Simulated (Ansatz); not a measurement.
# Glassy 65SiO2-10Al2O3-25Li2O (mol %) (128 atoms): where an added charge goes, part 3 of 4

Aim: add and remove one electron in glassy 65SiO2-10Al2O3-25Li2O (mol %) (128 atoms), with atoms held and relaxed, and read trapping energy and localisation.

Ansatz 0.2.0; Kohn-Sham DFT, PBE, PAW (set soft_2), plane waves.

The cell: 26 Si, 8 Al, 20 Li and 74 O. The quench rate of 100 K/ps is many orders above laboratory rates. The network of bonds at the start is that of the classical potential that made the cell. Only the Γ point is sampled, in a cell whose shortest periodic width is 12 Å.

So far. Step 6 (An extra electron, atoms relaxed): The relaxation converged after 3 steps, 0.00832 eV below its start, with a largest force component of 0.021 eV/Å. Step 6 (An extra electron, atoms relaxed): An extra electron, atoms relaxed: the energy stands 7.56 eV above that of the reference. An odd electron should give 1 μB; this run ended with the carrier shared between both spins.

## 7. An extra electron, levels at the relaxed geometry

A single point at the new geometry gives levels and spin density.

Contents of input.yaml:

```yaml
crystal:
  lattice:
    - [11.51499, 0.0, 0.0]
    - [0.0, 11.51499, 0.0]
    - [0.0, 0.0, 11.51499]
  atoms:
    - { symbol: Si, position: [0.14245, 0.97444, 0.37751] }
    - { symbol: Si, position: [0.80975, 0.6509, 0.40519] }
    - { symbol: Si, position: [0.90241, 0.69484, 0.71944] }
    - { symbol: Si, position: [0.3732, 0.78975, 0.71679] }
    - { symbol: Si, position: [0.79495, 0.13808, 0.09185] }
    - { symbol: Si, position: [0.52877, 0.43355, 0.15855] }
    [... 116 atom lines left out ...]
    - { symbol: O, position: [0.84888, 0.35445, 0.59309] }
    - { symbol: O, position: [0.77272, 0.7323, 0.68619] }
    - { symbol: O, position: [0.44735, 0.48182, 0.26828] }
    - { symbol: O, position: [0.94501, 0.7113, 0.85121] }
    - { symbol: O, position: [0.348, 0.24358, 0.25177] }
    - { symbol: O, position: [0.44291, 0.33373, 0.46506] }
total_charge: -1
kpoints:
  mp_grid: { grid: [1, 1, 1] }
hamiltonian:
  xc: pbe
scf:
  occupations: { method: fermi_dirac, width: 0.01 }
  lower_state_search: "off"
output:
  forces: true
  stress: true
  populations: intrinsic
  dos:
    method: { smearing: { sigma: 0.1 } }
    de: 0.1
    projected: { site_lists: { Al: [Al], Li: [Li], O: [O], Si: [Si] } }
  eigenvalues: true
  write_density: true
  write_potential: true
  volumetric_format: npy
magnetization:
  spin_polarized: true
  initial_magnetization: 1
```

Launch:

```sh
> ansatz run input.yaml --threads 4 --pin off --max-ram 8192MiB --backend cpu --events-out ev --progress --plain --runs-dir out
```

Numbers of over 12 decimals in the logs are rounded to 6 here.

Output:

```text
[...]
Crystal: 128 atoms, lattice volume = 1526.830 Å³
Basis set: ecut = 420 eV, 29855 PW (Γ), exchange–correlation on 160×160×160 points (8 copies of the dense FFT grid, shifted against one another)
Bands: 445, of which v1, the nominal top of the filled ones, is band 317 counted from 1 (316 counted from 0)
Symmetry: 1 space group operations
[...]
k-points: 1
[...]
Starting moments: Σ|m| = 1 μB on 128 of 128 sites
[...]
SCF iter   1: F=—  HF=-67128.183673 eV  |F-HF|=—  |Δ(HF+E_count)|=         —  Δρ=5.73e-2 (↑5.68e-2 ↓5.73e-2)  dr2=2.30e2  dr2_m=1.35e-2  M=1.000 μB ∫|m|=1.004 μB  β_m=1.00  ethr=3.10e-3  ⟨swp⟩=6.0  Hψ=3960  notcnv=0  defer=96
[...]
SCF iter  18: F=-67058.499878 eV  HF=-67058.499878 eV  |F-HF|=5.85e-9  |Δ(HF+E_count)|=   2.42e-8  Δρ=5.02e-7 (↑5.02e-7 ↓4.46e-7)  dr2=1.03e-8  dr2_m=2.10e-10  M=0.000 μB ∫|m|=0.001 μB  ethr=4.97e-12  ⟨swp⟩=6.0  Hψ=4425  notcnv=0
[...]
SCF 1 converged in 18 iterations: F = -67058.499878 eV  dr2 = 1.03e-8
[...]
SCF converged after 18 iterations
Magnetization: 0.0005 μB (316.5002 up, 316.4998 down)
Absolute magnetization: 0.0005 μB (∫|ρ↑−ρ↓|, with the PAW one-centre terms)
[...]
Per-site moments (μB) at R_I (Å): [(2.636341333947197e-7, 0.649468), (3.5518195205024236e-7, 0.654208), (4.88670053634747e-7, 0.660366), (6.0282824561705e-7, 0.654972), (6.812170684875928e-7, 0.669964), [...]
Free energy (F): -67058.499878 eV
[...]
Internal energy: -67058.486015 eV  (E = F + TS)
E sigma→0 (E₀):  -67058.492946 eV
Entropy (-TS):   -0.013863 eV (-0.108 meV/atom)
Fermi energy:    7.548804 eV
[...]
--- Forces (eV/Å), atoms counted from 1 ---
  atom   1  Si    -0.00046456     0.00160618    -0.00868306
  atom   2  Si     0.00381874    -0.00089458     0.00540627
  atom   3  Si    -0.00327649    -0.00462640    -0.00202271
  atom   4  Si     0.00527690     0.01711923    -0.01139952
  atom   5  Si    -0.00641347    -0.00048119     0.00008517
  atom   6  Si    -0.00069332    -0.00906671    -0.00035883
  atom   7  Si     0.00072157    -0.00783596    -0.00689154
  atom   8  Si    -0.00169474     0.00360398     0.00743101
  atom   9  Si    -0.00866835     0.00265068    -0.00369298
  atom  10  Si    -0.00825482    -0.00028601    -0.01017495
  atom  11  Si     0.00243704     0.00080616    -0.01001286
  atom  12  Si     0.00954626    -0.00026888     0.00082538
  atom  13  Si    -0.01096589     0.00235431    -0.00676312
  atom  14  Si    -0.00090881    -0.01088401     0.00086374
[...]
atom 127  O      0.00197772    -0.00213765    -0.00218689
  atom 128  O     -0.00060189    -0.00546335     0.01029744
  max |Σ_I F_I| component: 6.58e-6 eV/Å
--- Stress (GPa, compression-positive) ---
        0.867138       1.014201      -0.697774
        1.014198       3.103445       0.651861
       -0.697775       0.651868       1.597646
  P = ⅓ Tr σ = 1.8561 GPa (18.561 kbar)
--- Band table (eV) ---
[...]
--- intrinsic populations: 128 sites ---
  site symbol       q [e]    m [muB]
     0     Si      2.3380     0.0000
     1     Si      2.2839     0.0000
     2     Si      2.4231     0.0000
[...]
127      O      6.9380     0.0000
  spilling = -0.000000 (of n_electrons = 633.000000)
```

The job ended after 48 s (4 threads of Intel Xeon Platinum 8488C (Sapphire Rapids), shared host; peak memory 3.7 GiB; 3.1 min of CPU time).

An extra electron, levels at the relaxed geometry: the energy stands 7.56 eV above that of the reference. An odd electron should give 1 μB; this run ended with the carrier shared between both spins.

The levels nearest the highest filled one (over half full), pooled over k-points and spins:

```tsv
level less the highest filled one (eV)	occupation
-4.01	1
-4.01	1
0	0.5
0	0.5
1.35	0
1.35	0
1.51	0
1.51	0
```

## 8. Neutral at the geometry of the electron

The neutral cell at the new geometry gives the energy of that geometry without the charge.

Contents of input.yaml:

```yaml
crystal:
  lattice:
    - [11.51499, 0.0, 0.0]
    - [0.0, 11.51499, 0.0]
    - [0.0, 0.0, 11.51499]
  atoms:
    [... the 128 atom lines of step 7 ...]
kpoints:
  mp_grid: { grid: [1, 1, 1] }
hamiltonian:
  xc: pbe
scf:
  occupations: { method: fixed }
output:
  forces: true
  stress: true
  populations: intrinsic
  dos:
    method: { smearing: { sigma: 0.1 } }
    de: 0.1
    projected: { site_lists: { Al: [Al], Li: [Li], O: [O], Si: [Si] } }
  eigenvalues: true
```

Output:

```text
[...]
Crystal: 128 atoms, lattice volume = 1526.830 Å³
Basis set: ecut = 420 eV, 29855 PW (Γ), exchange–correlation on 160×160×160 points (8 copies of the dense FFT grid, shifted against one another)
Bands: 444, of which v1, the nominal top of the filled ones, is band 316 counted from 1 (315 counted from 0)
Symmetry: 1 space group operations
[...]
k-points: 1
[...]
SCF iter   1: F=—  HF=-67066.047548 eV  |F-HF|=—  |Δ(HF+E_count)|=         —  Δρ=1.85e-3  dr2=7.75e-2  ethr=1.77e-3  ⟨swp⟩=4.0  Hψ=1717  notcnv=0  defer=122
[...]
SCF iter   9: F=-67066.053026 eV  HF=-67066.053026 eV  |F-HF|=1.36e-8  |Δ(HF+E_count)|=   6.49e-8  Δρ=1.45e-6  dr2=3.17e-8  ethr=1.58e-11  ⟨swp⟩=14.0  Hψ=3043  notcnv=0
SCF 1 converged in 9 iterations: F = -67066.053026 eV  dr2 = 3.17e-8
[...]
SCF converged after 9 iterations
Free energy (F): -67066.053026 eV
[...]
Internal energy: -67066.053026 eV  (E = F + TS)
E sigma→0 (E₀):  -67066.053026 eV
Fermi energy:    3.583838 eV
[...]
--- Forces (eV/Å), atoms counted from 1 ---
  atom   1  Si    -0.00928874     0.02031984     0.00998681
  atom   2  Si     0.02821829    -0.04356284     0.01585212
  atom   3  Si     0.05016560    -0.05359434     0.00979522
  atom   4  Si    -0.05540474    -0.02735353    -0.03811411
  atom   5  Si     0.05403382     0.07751344     0.03311612
  atom   6  Si    -0.03563626    -0.01373043     0.02438189
  atom   7  Si    -0.03202950     0.01458020     0.00873048
  atom   8  Si     0.03934438     0.02971183     0.05643813
  atom   9  Si    -0.00824741    -0.04247804     0.02334364
  atom  10  Si     0.02727194     0.02227561     0.02824825
  atom  11  Si    -0.01571564    -0.00177387     0.02232491
  atom  12  Si    -0.00380670    -0.01724254    -0.00545930
  atom  13  Si     0.01705037     0.00226433    -0.01878501
  atom  14  Si    -0.02465537     0.00633079     0.00525602
[...]
atom 127  O      0.03284770     0.00255399     0.01563612
  atom 128  O     -0.00464003    -0.03655008     0.02907364
  max |Σ_I F_I| component: 7.24e-5 eV/Å
--- Stress (GPa, compression-positive) ---
        0.646145       1.024970      -0.719916
        1.024967       2.964329       0.675276
       -0.719917       0.675284       1.411050
  P = ⅓ Tr σ = 1.6738 GPa (16.738 kbar)
--- Band table (eV) ---
[...]
--- intrinsic populations: 128 sites ---
  site symbol       q [e]
     0     Si      2.3342
     1     Si      2.2788
     2     Si      2.4188
[...]
127      O      6.9338
  spilling = 0.000000 (of n_electrons = 632.000000)
```

Wall time 16 s (4 threads); peak memory 2.2 GiB; 60 s of CPU time.

Neutral at the geometry of the electron: the energy stands 0.00745 eV above that of the reference.

## 9. An extra hole, atoms held

The electron count changes by one with the atoms held: a vertical process, on a uniform background, with spin and a narrow Fermi–Dirac smearing. Its energy against the neutral cell hangs on the program's zero of potential.

Changes to input.yaml since step 8:

```diff
@@ -6,3 +6,4 @@
   atoms:
-    [... the 128 atom lines of step 7 ...]
+    [... the 128 atom lines of step 4 ...]
+total_charge: 1
 kpoints:
@@ -12,3 +13,4 @@
 scf:
-  occupations: { method: fixed }
+  occupations: { method: fermi_dirac, width: 0.01 }
+  lower_state_search: "off"
 output:
@@ -22 +24,7 @@
   eigenvalues: true
+  write_density: true
+  write_potential: true
+  volumetric_format: npy
+magnetization:
+  spin_polarized: true
+  initial_magnetization: 1
```

Output:

```text
[...]
Crystal: 128 atoms, lattice volume = 1526.830 Å³
Basis set: ecut = 420 eV, 29855 PW (Γ), exchange–correlation on 160×160×160 points (8 copies of the dense FFT grid, shifted against one another)
Bands: 444, of which v1, the nominal top of the filled ones, is band 316 counted from 1 (315 counted from 0)
Symmetry: 1 space group operations
[...]
k-points: 1
[...]
Starting moments: Σ|m| = 1 μB on 128 of 128 sites
[...]
SCF iter   1: F=—  HF=-67144.386338 eV  |F-HF|=—  |Δ(HF+E_count)|=         —  Δρ=6.01e-2 (↑6.00e-2 ↓6.01e-2)  dr2=2.49e2  dr2_m=3.10e-1  M=1.000 μB ∫|m|=1.039 μB  β_m=1.00  ethr=3.10e-3  ⟨swp⟩=6.0  Hψ=3952  notcnv=0  defer=97
[...]
SCF iter   4: F=—  HF=-67073.720514 eV  |F-HF|=—  |Δ(HF+E_count)|=    5.28e0  Δρ=1.53e-2 (↑1.17e-2 ↓1.53e-2)  dr2=1.95e1  dr2_m=3.09e-1  M=0.953 μB ∫|m|=1.069 μB  β_m=0.30  ethr=3.10e-3  ⟨swp⟩=2.0  Hψ=1484  notcnv=0  defer=240
[...]
SCF iter  16: F=—  HF=-67069.306180 eV  |F-HF|=—  |Δ(HF+E_count)|=   1.14e-2  Δρ=4.02e-3 (↑1.11e-3 ↓4.02e-3)  dr2=4.37e-1  dr2_m=4.94e-2  M=0.997 μB ∫|m|=1.108 μB  β_m=0.30  ethr=1.22e-4  ⟨swp⟩=2.0  Hψ=1110  notcnv=0  defer=242
[...]
spin-set hold released at iteration 16 (site moments' squared step at or under half its running peak, from the soft ceiling on): the magnetisation degrees of freedom join the quasi-Newton model from the next iteration; the mixer history was flushed
SCF iter  17: F=—  HF=-67069.290147 eV  |F-HF|=—  |Δ(HF+E_count)|=   1.60e-2  Δρ=3.42e-3 (↑8.37e-4 ↓3.42e-3)  dr2=3.25e-1  dr2_m=4.53e-2  M=1.000 μB ∫|m|=1.102 μB  β_m=0.26  ethr=6.93e-5  ⟨swp⟩=2.0  Hψ=1116  notcnv=0  defer=242
[...]
SCF iter  19: F=—  HF=-67069.272720 eV  |F-HF|=—  |Δ(HF+E_count)|=   9.53e-3  Δρ=1.96e-3 (↑5.69e-4 ↓1.96e-3)  dr2=1.35e-1  dr2_m=1.53e-2  M=1.000 μB ∫|m|=1.098 μB  β_m=0.22  ethr=5.08e-5  ⟨swp⟩=1.0  Hψ=646  notcnv=0  defer=242
[...]
SCF iter  39: F=-67069.264587 eV  HF=-67069.264587 eV  |F-HF|=3.00e-9  |Δ(HF+E_count)|=  7.28e-11  Δρ=5.23e-7 (↑1.81e-7 ↓5.23e-7)  dr2=6.19e-9  dr2_m=1.06e-9  M=1.000 μB ∫|m|=1.095 μB  β_m=0.25  ethr=5.97e-12  ⟨swp⟩=4.5  Hψ=3248  notcnv=0
SCF iter  40: F=-67069.264587 eV  HF=-67069.264587 eV  |F-HF|=1.34e-9  |Δ(HF+E_count)|=  5.53e-10  Δρ=3.28e-7 (↑1.28e-7 ↓3.28e-7)  dr2=2.95e-9  dr2_m=3.87e-10  M=1.000 μB ∫|m|=1.095 μB  ethr=1.00e-12  ⟨swp⟩=5.0  Hψ=3244  notcnv=0
SCF 1 converged in 40 iterations: F = -67069.264587 eV  dr2 = 2.95e-9
[...]
SCF converged after 40 iterations
Magnetization: 1.0000 μB (316.0000 up, 315.0000 down)
Absolute magnetization: 1.0957 μB (∫|ρ↑−ρ↓|, with the PAW one-centre terms)
[...]
Per-site moments (μB) at R_I (Å): [(-0.00010138, 0.649356), (-9.989052787755342e-5, 0.653853), (-0.000424715, 0.660192), (3.7674205910112854e-6, 0.654668), (-6.411914585798484e-6, 0.669463), [...]
Free energy (F): -67069.264587 eV
[...]
Internal energy: -67069.252889 eV  (E = F + TS)
E sigma→0 (E₀):  -67069.258738 eV
Entropy (-TS):   -0.011698 eV (-0.091 meV/atom)
Fermi energy:    2.989684 eV
[...]
Σ components = -67069.264587   (vs F -67069.264587, Δ=0.00e0)
--- Forces (eV/Å), atoms counted from 1 ---
  atom   1  Si    -0.30450554    -0.15041968    -0.01901569
  atom   2  Si    -0.14928270     0.14748200     0.16690918
  atom   3  Si     0.40897499    -0.11318131    -0.14081302
  atom   4  Si     0.07732923     0.12181468     0.02595598
[...]
atom 128  O     -0.19369588     0.09770175    -0.31813665
  max |Σ_I F_I| component: 4.22e-5 eV/Å
--- Stress (GPa, compression-positive) ---
        1.424928       0.996093      -0.669358
        0.996091       3.609361       0.622468
       -0.669359       0.622476       2.155290
  P = ⅓ Tr σ = 2.3965 GPa (23.965 kbar)
--- Band table (eV) ---
[...]
--- intrinsic populations: 128 sites ---
  site symbol       q [e]    m [muB]
     0     Si      2.3262    -0.0018
     1     Si      2.2735    -0.0013
     2     Si      2.4072    -0.0043
[...]
127      O      6.9275     0.0053
  spilling = 0.000000 (of n_electrons = 631.000000)
```

Run time: 65 s. Hardware: 4 threads; peak memory 3.7 GiB; 4.2 min of CPU time.

An extra hole, atoms held: the energy stands 3.20 eV below that of the reference, with a moment of 1.00 μB.

The levels nearest the highest filled one (over half full), pooled over k-points and spins:

```tsv
level less the highest filled one (eV)	occupation
-0.0927	1
-0.072	1
-0.0594	0.999
0	0.734
0.0203	0.267
4.65	0
4.65	0
6.02	0
```

Spin density in the bc plane at fractional x = 0.169, with atoms of Si and Al and Li and O within 0.2 Å of it.

Ten even steps from '0' (-0.10 × 1e-2 e/Å³) to '9' (8.36 × 1e-2 e/Å³), each cell a mean:
```
00000000000000000000000000000000
00000000000000000000000000000000
00000000000000000000000000000000
00000000000000000110000000000000
00000000000000000000000000000000
00000000000000000000000000000000
00000000000000000000000000000000
00000000000000000000000000000000
01000000000000000000000000000000
01000000000000000000000000000000
00000000000000000000000000000000
00000000000000000000000000000000
00000000000000000000000000000000
00000000000000000000000000000000
00000000000000000000000000000000
00000000000012100000000000000000
00000000000025400000000000000000
00000000000001100000000000000000
00000000000000000000000000000000
00000000000000000000000000000000
00000000000000000000000000000000
00000000000003410000000000000000
00000000000148920000000000000000
00000000000154100000000000000000
```
Columns run along b (11.5 Å), rows up along c (11.5 Å). Atoms in or near the plane, at fractional coordinates: Si at (0.97, 0.76), Al at (0.20, 0.60), Li at (0.61, 0.30), O at (0.42, 0.05), O at (0.25, 0.45), O at (0.05, 0.64), O at (0.05, 0.07), O at (0.68, 0.47), O at (0.92, 0.24).

## 10. An extra hole, atoms relaxed

The atoms now respond to the charge; the energy gained comes from screening by the atoms, from trapping if the charge localises, and from any strain left in the reference.

Input and log are left out; they have the form of those shown for this kind of step.

Wall time 2.9 min (4 threads of Intel Xeon Platinum 8488C (Sapphire Rapids), shared host); peak memory 3.6 GiB; 11 min of CPU time.

The relaxation converged after 6 steps, 0.187 eV below its start, with a largest force component of 0.044 eV/Å.

An extra hole, atoms relaxed: the energy stands 3.39 eV below that of the reference, with a moment of 1.00 μB.

## 11. An extra hole, levels at the relaxed geometry

A single point at the new geometry gives levels and spin density.

Input and log are left out; they have the form of those shown for this kind of step.

Run time: 69 s. Hardware: 4 threads of Intel Xeon Platinum 8488C (Sapphire Rapids), shared host; peak memory 3.7 GiB.

An extra hole, levels at the relaxed geometry: the energy stands 3.39 eV below that of the reference, with a moment of 1.00 μB.

Local excerpt of 12 atoms (numbers count through the whole input) about O75, which holds the most spin; x, y, z are measured from there.

```tsv
atom	x	y	z	distance (Å)	intrinsic-atomic-orbital charge (e)	moment (μB)
O75	0.00	0.00	0.00	0.00	-1.04	0.20
Al27	-1.68	0.44	-0.31	1.77	1.26	0.00
Li41	1.41	-0.02	1.28	1.91	0.79	0.00
Li36	0.60	-1.83	0.10	1.93	0.79	0.00
Li54	0.37	1.96	-0.40	2.03	0.83	0.00
O87	-1.57	2.20	-0.48	2.74	-1.03	0.01
O61	-2.82	-0.01	0.92	2.97	-0.92	0.01
O96	-2.44	-0.25	-1.77	3.02	-0.93	0.00
O55	1.18	-2.24	-1.66	3.03	-1.06	0.08
O88	3.06	0.66	0.46	3.16	-0.95	0.00
O81	1.96	-1.95	1.59	3.19	-1.05	0.18
O106	-1.27	1.01	2.77	3.22	-0.88	0.00
```

The distance from O75 to Li54 changes most, from 1.93 Å in the neutral cell to 2.03 Å.

The levels nearest the highest filled one (over half full), pooled over k-points and spins:

```tsv
level less the highest filled one (eV)	occupation
-0.182	1
-0.121	1
-0.0971	1
0	0.637
0.0112	0.363
4.38	0
4.38	0
5.74	0
```

(Part 3 of 4 ends here.)

[Logs are printed without paths, hosts, clocks, repeated set-up lines and the standing remarks that a program may print on its own settings, such as how far it seeks lower states.]

[Hosts, paths, dates, database ids (printed as entryN), source tags and the programs' standing remarks are cut or masked in the printed files.]
